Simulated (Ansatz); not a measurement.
# Phonon transport in KBr (Fm-3m)

Aim: the lattice thermal conductivity of KBr against temperature, and which phonons carry it.

Measurements to reproduce:
- thermal conductivity 3.4 W/m/K near room temperature (given in “Combining the AFLOW GIBBS and Elastic Libraries to efficiently and robustly screen thermo-mechanical properties of solids”, 2017, arXiv:1611.05714)
- thermal conductivity 3.4 W/m/K near room temperature (given in “Predicting the lattice thermal conductivity of solids by solving the Boltzmann transport equation: AFLOW - AAPL an automated, accurate and efficient framework”, 2017, arXiv:1611.05481)

Program: Ansatz 0.2.0. Level of theory: DFT LDA, scalar-relativistic, plane waves, PAW; PAW set soft_1. Results are calculated unless marked as measured.

Report form: the programs' logs are mostly left out.

## (1) The starting structure

The structure is cubic, space group Fm-3m (No. 225). Conventional cell: a = 6.600 Å, b = 6.600 Å, c = 6.600 Å, α = 90.00°, β = 90.00°, γ = 90.00°. Nearest to K lie 6 Br at 3.30 Å. Nearest to Br lie 6 K at 3.30 Å. Farther neighbours and most contacts between anions are not listed.

## (2) A first coarse run

A cheap single point shows whether the cell is a metal or an insulator and how far it is from rest; that sets the k-mesh and the occupations of what follows.

input.yaml

```yaml
crystal:
  lattice:
    - [0.0, 3.3, 3.3]
    - [3.3, 0.0, 3.3]
    - [3.3, 3.3, 0.0]
  atoms:
    - { symbol: K, position: [0.0, 0.0, 0.0] }
    - { symbol: Br, position: [0.5, 0.5, 0.5] }
kpoints:
  mp_grid: { grid: [6, 6, 6] }
hamiltonian:
  xc: lda
  pseudopotentials: { kind: paw, azcp: { folder: soft_1 }, xc_functional: pbe }
scf:
  occupations: { method: gaussian, width: 0.1 }
  lower_state_search: "off"
output:
  forces: true
  stress: true
  eigenvalues: true
```

Launch:

```bash
> ansatz run input.yaml --threads 18 --pin off --max-ram 92160MiB --backend cuda --events-out ev --progress --plain --runs-dir out
```

The job ended after 1.3 s (1 × NVIDIA GB200 with 18 threads of Arm Neoverse V2, shared host; peak memory 1 GiB; 1.9 s of CPU time).

This step gave:

| Item | Value |
| --- | --- |
| pressure | -1.642 GPa |
| gap on the k-mesh | 4.031 eV |
| volume per atom | 35.94 Å³/atom |

The start is under -1.6 GPa at this level and looks like an insulator or semiconductor on this mesh.

## (3) Finding the static equilibrium

Phonons are second derivatives about a minimum, so cell and atoms are relaxed first, inside the symmetry of the start.

input.yaml, the sections that differ from step 2:

```yaml
scf:
  occupations: { method: gaussian, width: 0.02 }
  lower_state_search: "off"
relax:
  adjacent_minimum: "off"
  f_tol: 0.005
  max_steps: 80
  cell: { stress_tol: 0.05 }
# crystal, kpoints, hamiltonian, output: as in step 2
```

Wall time 2.4 s (1 × NVIDIA GB200 with 18 threads); peak memory 1.1 GiB; 4.5 s of CPU time.

Relaxation path:

```tsv
step	energy less that of the first step (eV)	largest force component (eV/Å)	pressure (GPa)	volume (Å³)
1	0.0000	0.0000	-1.64	71.87
2	-0.0295	0.0000	-0.97	68.33
3	-0.0407	0.0000	0.29	63.81
4	-0.0414	0.0000	-0.03	64.79
5*	-0.0410	0.0000	-0.03	64.79
```

Relaxation steps marked * repeat the geometry before them on a plane-wave basis chosen anew for their cell, so energy and pressure can jump there.

The run keeps the 48 symmetry operations that it works with, so distortions that break them were not tested.

```tsv
conventional cell, symmetrised	before	after	change
a (Å)	6.600	6.376	-3.4 %
b (Å)	6.600	6.376	-3.4 %
c (Å)	6.600	6.376	-3.4 %
volume (Å³/atom)	35.94	32.39	-9.9 %
```

The relaxed structure:

```xyz
2
Lattice="0.0000 3.1878 3.1878 3.1878 0.0000 3.1878 3.1878 3.1878 0.0000" Properties=species:S:1:pos:R:3 pbc="T T T"
K     0.0000    0.0000    0.0000
Br    3.1878    3.1878    3.1878
```

This step gave:

```
pressure          : -0.03442 GPa
gap on the k-mesh : 4.316 eV
volume per atom   : 32.39 Å³/atom
```

The relaxation ends with a pressure of -0.03 GPa.

## (4) A second relaxation

The relaxation is run once more from where the first one ended, as the script does after a large change of volume or of the gap, with mesh and occupations reviewed.

input.yaml, as its differences from that of step 3:

```diff
@@ -2,5 +2,5 @@
   lattice:
-    - [0.0, 3.3, 3.3]
-    - [3.3, 0.0, 3.3]
-    - [3.3, 3.3, 0.0]
+    - [0.0, 3.1878095378, 3.1878095378]
+    - [3.1878095378, 0.0, 3.1878095378]
+    - [3.1878095378, 3.1878095378, 0.0]
   atoms:
```

It took 1.6 s on 1 × NVIDIA GB200 with 18 threads; peak memory 1.1 GiB; 2.7 s of CPU time.

Little changed from the start: no atom moved by 0.005 Å and no cell edge by 0.1 %.

## (5) Tight relaxation

The thresholds are tightened for a last relaxation ahead of the phonons, and where mesh or smearing change with them the cell follows.

input.yaml, the sections that differ from step 4:

```yaml
scf:
  occupations: { method: fixed }
  lower_state_search: "off"
relax:
  adjacent_minimum: "off"
  f_tol: 0.001
  max_steps: 60
  cell: { stress_tol: 0.01 }
# crystal, kpoints, hamiltonian, output: as in step 4
```

Run time: 2 s. Hardware: 1 × NVIDIA GB200 with 18 threads; peak memory 1.1 GiB.

Little changed from the start: no atom moved by 0.005 Å and no cell edge by 0.1 %.

This step gave:

```
pressure          : -1.70e-6 GPa
gap on the k-mesh : 4.321 eV
volume per atom   : 32.34 Å³/atom
```

The residual pressure is -1.7e-6 GPa, small enough for phonons.

## (6) Anharmonic force constants and conductivity

The supercell must be wider than twice the pair cutoff, and the number of displaced cells grows with the pairs inside it, which is where the cost lies.

input.yaml

```yaml
crystal:
  lattice:
    - [0.0, 3.1859975142, 3.1859975142]
    - [3.1859975142, 0.0, 3.1859975142]
    - [3.1859975142, 3.1859975142, 0.0]
  atoms:
    - { symbol: K, position: [0.0, 0.0, 0.0] }
    - { symbol: Br, position: [0.5, 0.5, 0.5] }
kpoints:
  mp_grid: { grid: [6, 6, 6] }
hamiltonian:
  xc: lda
  pseudopotentials: { kind: paw, azcp: { folder: soft_1 }, xc_functional: pbe }
scf:
  occupations: { method: fixed }
  lower_state_search: "off"
output:
  eigenvalues: true
phonons:
  method: fd
  dielectric: true
  qmesh: [6, 6, 6]
  temperatures: { t_max: 1000, t_step: 50 }
  qpath:
    path:
      - [[0.0, 0.0, 0.0], [0.5, 0.0, 0.5], [0.5, 0.25, 0.75], [0.375, 0.375, 0.75], [0.0, 0.0, 0.0], [0.5, 0.5, 0.5], [0.625, 0.25, 0.625], [0.5, 0.25, 0.75], [0.5, 0.5, 0.5], [0.375, 0.375, 0.75]]
      - [[0.625, 0.25, 0.625], [0.5, 0.0, 0.5]]
    npoints: 10
  third_order: { supercell: [3, 3, 3], pair_cutoff: 4.656 }
  lattice_thermal_conductivity:
    qmesh: [17, 17, 17]
    temperatures: [100.0, 150.0, 200.0, 300.0, 400.0, 500.0]
    isotope_mass_variance:
      - { species: Br, variance: 0.0001563 }
      - { species: K, variance: 0.000164 }
```

Wall time 52 s (1 × NVIDIA GB200 with 18 threads); peak memory 2.1 GiB; 5.1 min of CPU time.

Numbers from this step:

* Γ frequencies: 0, 0, 0, 129.9, 129.9, 129.9 cm⁻¹ (negative: imaginary)
* lowest frequency on the path: 0 cm⁻¹
* zero-point energy: 0.03676 eV/cell
* point group: m-3m
* highest frequency: 172.1 cm⁻¹
* Debye temperature from the second moment: 196 K
* κ at 300 K (relaxation time): 5.173 W/m/K
* κ at 300 K (full solution): 5.487 W/m/K
* dipole term: run
* mean free path at half of κ: 17.3 nm
* share of κ above the three lowest branches: 0.05
* third-order blocks: 350
* periodic aliases dropped: 24
* largest relative sum-rule correction: 0.1414
* displaced cells, third order: 50

LO-TO term included. The phonon branches at the labelled points (cm⁻¹):

```tsv
point	branch 1	branch 2	branch 3	branch 4	branch 5	branch 6
Γ	0	0	0	130	130	172
halfway	29	29	88	132	132	141
X	39	39	70	135	135	142
halfway	46	62	67	130	136	141
W	58	58	84	121	138	138
halfway	57	62	79	124	136	139
K	59	64	73	126	136	140
halfway	36	68	79	115	133	154
Γ	0	0	0	130	130	172
halfway	50	50	64	123	123	166
L	79	79	97	110	110	155
halfway	71	72	88	116	125	146
U	59	64	73	126	136	140
halfway	57	62	79	124	136	139
W	58	58	84	121	138	138
halfway	69	70	88	117	128	144
L	79	79	97	110	110	155
halfway	71	72	88	116	125	146
K	59	64	73	126	136	140
jump to U	59	64	73	126	136	140
halfway	46	51	68	132	135	141
X	39	39	70	135	135	142
```

W/m/K. Kappa, by row:

```tsv
T (K)	RTA xx	RTA yy	RTA zz	full xx	full yy	full zz	coherence part xx	coherence part yy	coherence part zz	ending	iterations	least Ritz value
100	16.24	16.24	16.24	17.17	17.17	17.17	0.02148	0.02148	0.02148	converged	8	0.622
150	10.46	10.46	10.46	11.07	11.07	11.07	0.03113	0.03113	0.03113	converged	8	0.612
200	7.773	7.773	7.773	8.236	8.236	8.236	0.03885	0.03885	0.03885	converged	8	0.608
300	5.173	5.173	5.173	5.487	5.487	5.487	0.05151	0.05151	0.05151	converged	8	0.603
400	3.898	3.898	3.898	4.136	4.136	4.136	0.06193	0.06193	0.06193	converged	9	0.6
500	3.139	3.139	3.139	3.33	3.33	3.33	0.07078	0.07078	0.07078	converged	9	0.599
```

The lattice thermal conductivity by temperature:

```tsv
temperature (K)	RTA xx (W/m/K)	full xx (W/m/K)
100	16.2	17.2
150	10.5	11.1
200	7.77	8.24
300	5.17	5.49
400	3.90	4.14
500	3.14	3.33
```

The modes has structure finer than the step of the table below, so its rows give means over 10 cm⁻¹, whole bins alone (the curve runs from -10 to 187 cm⁻¹). Peaks (cm⁻¹: height): Br 76.6: 0.0612, 86.5: 0.0543, 132.3: 0.0278; K 65.5: 0.0125, 132.3: 0.0773.

Phonopy on the run's constants, 15x15x15 mesh, Gaussian sigma 2.0 cm⁻¹. The modes by wavenumber; means over each step; values in 1/cm⁻¹/cell:

```tsv
wavenumber (cm⁻¹)	Br	K
0	6.7e-5	3.4e-5
10	7.3e-4	3.5e-4
20	0.00316	0.00148
30	0.00850	0.00377
40	0.0209	0.00853
50	0.0302	0.0111
60	0.0388	0.0118
70	0.0496	0.0103
80	0.0491	0.00545
90	0.0413	0.00342
100	0.00141	9.1e-5
110	0.00187	0.0192
120	0.0118	0.0548
130	0.0236	0.0689
140	0.0122	0.0593
150	0.00296	0.0272
160	0.00265	0.0114
170	0.00112	0.00279
180	6.9e-6	1.3e-5
```

Distinct triplets, nearest first. Third order norms, by row:

```tsv
sites	side 1 (Å)	side 2 (Å)	side 3 (Å)	norm of the 27 components (eV/Å³)
K-K-K	0	0	0	0
Br-Br-Br	0	0	0	0
K-Br-Br	0	3.19	3.19	4.108
K-Br-K	0	3.19	3.19	4.228
K-Br-Br	3.19	3.19	4.51	0.03
K-Br-K	3.19	3.19	4.51	0.044
K-K-K	0	4.51	4.51	0.222
K-K-K	4.51	4.51	4.51	0.006
Br-Br-Br	0	4.51	4.51	0.123
Br-Br-Br	4.51	4.51	4.51	0.02
```

Born charge (rows field, columns displacement) (e), principal values of the symmetric part by kind of site:

```tsv
atom	atoms with these values	low	middle	high	mean
K1	1	1.10	1.10	1.10	1.10
Br2	1	-1.10	-1.10	-1.10	-1.10
```

In full for K1:

```
1.10 0.00 0.00
0.00 1.10 0.00
0.00 0.00 1.10
```

RTA, 300 K. Kappa by branch, by row:

```tsv
branch (by rank)	mean frequency (THz)	mean rms speed (km/s)	median lifetime (ps)	share of kappa
1	1.51	1.54	10.9	0.403
2	1.89	1.76	4.81	0.357
3	2.44	1.41	4.17	0.19
4	3.63	0.8	2.27	0.02
5	3.91	0.67	2.71	0.018
6	4.4	0.77	1.27	0.012
```

Spectral kappa at 300 K against frequency; read off at these points; values in W/m/K/THz:

```tsv
frequency (THz)	relaxation time (W/m/K/THz)	full solution (W/m/K/THz)
0.05	0	0
0.25	0.911	0.908
0.45	1.61	1.62
0.55	1.12	1.13
0.75	1.48	1.54
0.95	1.71	1.82
1.05	2.38	2.51
1.15	1.51	1.59
1.25	2.83	3.00
1.35	4.30	4.57
1.45	3.68	3.94
1.65	3.15	3.39
1.75	3.15	3.27
1.85	2.87	3.03
1.95	2.04	2.08
2.15	2.14	2.20
2.35	1.20	1.28
2.55	0.899	0.971
2.65	0.502	0.614
2.85	0.0223	0.0336
3.05	0	0
3.25	0	0
3.35	0.0811	0.0998
3.55	0.256	0.286
3.65	0.401	0.610
3.75	0.313	0.500
3.95	0.303	0.518
4.05	0.122	0.188
4.25	0.129	-0.0265
4.45	0.0647	-0.0107
4.65	0.0477	0.0537
4.75	0.0338	0.0574
4.95	0.00621	0.0286
5.15	2.3e-4	0.00198
```

Relaxation-time solution. Share of κ carried by shorter paths against mean free path:

```tsv
mean free path (nm)	100 K	300 K	500 K
0.464	0	0	0.002
0.681	0	0.001	0.006
1	0	0.004	0.015
1.47	0	0.011	0.044
2.15	0.001	0.034	0.06
3.16	0.004	0.056	0.081
4.64	0.01	0.072	0.161
6.81	0.029	0.124	0.315
10	0.041	0.26	0.49
14.7	0.054	0.422	0.665
21.5	0.097	0.595	0.798
31.6	0.214	0.747	0.877
46.4	0.372	0.857	0.899
68.1	0.544	0.897	0.914
100	0.716	0.913	0.947
147	0.831	0.929	0.947
215	0.887	0.946	0.982
316	0.909	0.946	1
464	0.923	1	1
681	0.943	1	1
1000	0.943	1	1
1470	1	1	1
```

300 K; a sample spread over frequency. Mode lifetimes, by row, the first 40 of 90 rows:

```tsv
q1	q2	q3	branch	frequency (THz)	rms speed (km/s)	three-phonon rate (1/ps)	isotope rate (1/ps)	lifetime (ps)	mean free path (nm)
0	0.0588	0.0588	1	0.237	1.25	0.003	1.10e-7	333	418
0	0.0588	-0.1176	1	0.619	2.38	0.0579	1.75e-5	17.3	41.1
0.0588	0.1176	0.2353	1	0.771	2	0.0546	4.61e-5	18.3	36.7
0.0588	0.1765	0.2941	1	0.928	1.7	0.052	1.07e-4	19.2	32.6
0	0.1765	-0.1765	1	1.014	1.27	0.0212	1.58e-4	46.7	59.2
0	0	0.1765	1	1.092	2.67	0.346	2.51e-4	2.89	7.73
0.0588	0.2353	-0.1765	1	1.174	1.21	0.0269	3.84e-4	36.7	44.5
0	0.4118	0.4706	1	1.21	0.67	0.0618	5.30e-4	16	10.8
0.0588	0.3529	0.4706	1	1.262	1.13	0.0556	5.79e-4	17.8	20.2
0.1176	0.4118	-0.4706	1	1.324	0.89	0.0358	6.70e-4	27.4	24.4
0.0588	0.4706	-0.4706	2	1.376	1.94	0.06	7.41e-4	16.5	31.9
0	0	0.2353	2	1.427	2.53	0.267	8.47e-4	3.74	9.46
0.0588	0.2941	0.4118	2	1.482	2.57	0.113	9.40e-4	8.8	22.7
0.0588	0.1765	-0.1176	2	1.521	2.98	0.282	0.00102	3.54	10.5
0.1176	0.3529	-0.2353	1	1.588	1.01	0.0489	0.00119	20	20.1
0.0588	0.1765	0.3529	2	1.641	2.79	0.226	0.00133	4.4	12.3
0.1176	0.2941	0.4118	2	1.679	2.76	0.197	0.00146	5.03	13.9
0.1176	0.2353	-0.4706	1	1.731	1.9	0.142	0.00159	6.95	13.2
0	0.1176	0.1765	3	1.778	3.37	0.306	0.00171	3.25	10.9
0.1176	0.4118	-0.2941	1	1.812	0.78	0.072	0.00176	13.6	10.6
0.1765	0.4706	-0.2941	2	1.85	0.72	0.0786	0.00201	12.4	8.97
0.0588	0.3529	-0.3529	2	1.899	1.62	0.186	0.00225	5.3	8.57
0.1765	0.4706	-0.3529	2	1.946	0.89	0.0989	0.00251	9.86	8.76
0	0.0588	0.3529	2	1.982	1.8	0.306	0.00239	3.24	5.82
0.0588	0.4118	-0.4118	3	2.025	0.82	0.102	0.00258	9.58	7.87
0.1176	0.4706	-0.3529	3	2.055	2.43	0.167	0.00309	5.86	14.2
0	0.1176	0.2353	3	2.091	2.96	0.331	0.0034	2.99	8.85
0	0.2941	-0.3529	2	2.121	1.42	0.237	0.00353	4.16	5.9
0.0588	0.4118	-0.3529	3	2.163	2.3	0.156	0.00352	6.27	14.4
0	0.1176	-0.2941	2	2.195	1.49	0.313	0.00394	3.16	4.7
0	0.0588	0.4118	2	2.232	1.28	0.3	0.00434	3.29	4.22
0	0.1765	-0.1765	3	2.264	2.12	0.269	0.00436	3.66	7.77
0.1176	0.4118	-0.3529	3	2.292	2.05	0.195	0.00508	5	10.2
0	0.1765	0.2353	3	2.339	2.65	0.397	0.00578	2.48	6.57
0.0588	0.1176	-0.4706	2	2.359	0.51	0.284	0.00848	3.42	1.76
0	0.2353	-0.2941	2	2.373	0.26	0.256	0.00229	3.87	1.02
0.1765	0.3529	-0.4118	3	2.437	1.64	0.242	0.00271	4.08	6.68
0	0.1765	-0.2353	3	2.516	1.66	0.249	0.0044	3.95	6.54
0	0.1765	-0.4706	3	2.555	1.52	0.23	0.0045	4.27	6.51
0.1176	0.3529	-0.2353	3	2.594	1.15	0.255	0.00567	3.83	4.42
```

Without the LO-TO term. Gamma linewidths, by row:

```tsv
branch	frequency (cm⁻¹)	three-phonon rate (1/ps)	isotope rate (1/ps)	FWHM (cm⁻¹)
4	129.9	0.377	0.0166	2.09
5	129.9	0.377	0.0166	2.09
6	129.9	0.377	0.0166	2.09
```

W/m/K, third of the trace; RTA populations with a boundary rate v/L added to each mode (Matthiessen's rule). Kappa by grain size, by row:

```tsv
T (K)	bulk	10 nm	30 nm	100 nm	300 nm	1000 nm	10000 nm	100000 nm
100	16.22	2.748	5.561	9.489	12.54	14.6	15.99	16.2
300	5.122	1.936	3.072	4.084	4.636	4.938	5.101	5.12
```

W/m/K, third of the trace; RTA populations with the isotope rates scaled. Kappa by mass disorder, by row:

```tsv
T (K)	no isotopes	as typed	variance x 3	variance x 10	variance x 30
100	16.8	16.22	15.22	12.8	9.4
300	5.181	5.122	5.011	4.677	4.003
```

At 300 K the relaxation-time value is 5.17 W/(m K).

## (7) Results

```yaml
highest_frequency: 172.1 cm⁻¹
debye_temperature_from_the_second_moment: 196 K
kappa_at_300_k_relaxation_time: 5.173 W/m/K
kappa_at_300_k_full_solution: 5.487 W/m/K
mean_free_path_at_half_of_kappa: 17.3 nm
share_of_kappa_above_the_three_lowest_branches: 0.05
```

In words: The lattice of KBr conducts 5.49 W/(m K) at 300 K by LDA (mean over directions, full solution). The full solution lies +6 % from the relaxation-time value at 300 K. Above 300 K the relaxation-time κ falls as T^-0.98, near the 1/T law of three-phonon scattering. Grains of 100 nm would keep 80 % of the bulk value at 300 K, and grains of 1 µm 96 %. Removing the natural isotope disorder raises κ at 300 K by 1 %. A measured thermal conductivity near room temperature is 3.4 W/m/K (arXiv:1611.05714); the calculated 5.49 W/m/K differs by +61 %. The relaxed cell is 10 % smaller in volume than the database cell, which stiffens most phonons and usually raises κ; no run here tested that. Four-phonon, defect and boundary scattering, which are left out, would lower the calculated value; thermal expansion is left out too. The sum rules changed one orbit of cubic constants by up to 14 %; by the manual a large change points to a short cutoff or, on a small and distant orbit, to noisy forces. The conductivities include the coherence part between close branches; the shares for grains, isotopes, branches and paths are of the relaxation-time populations alone. Cubic couplings among atoms farther apart than the pair cutoff are dropped, and neither the cutoff nor the q-mesh was shown to be converged here. The PAW files were made for PBE and are used here under another functional, for which the program regenerates the frozen cores. The cell of these runs is 10 % smaller in volume than the database cell; frequencies and all that rests on them shift with it.

[Logs are printed without paths, hosts, clocks, repeated set-up lines and the standing remarks that a program may print on its own settings, such as how far it seeks lower states.]

[Hosts, paths, dates, database ids (printed as entryN), source tags and the programs' standing remarks are cut or masked in the printed files.]

[A step with changed settings may run another functional than the one named; its input shows which.]
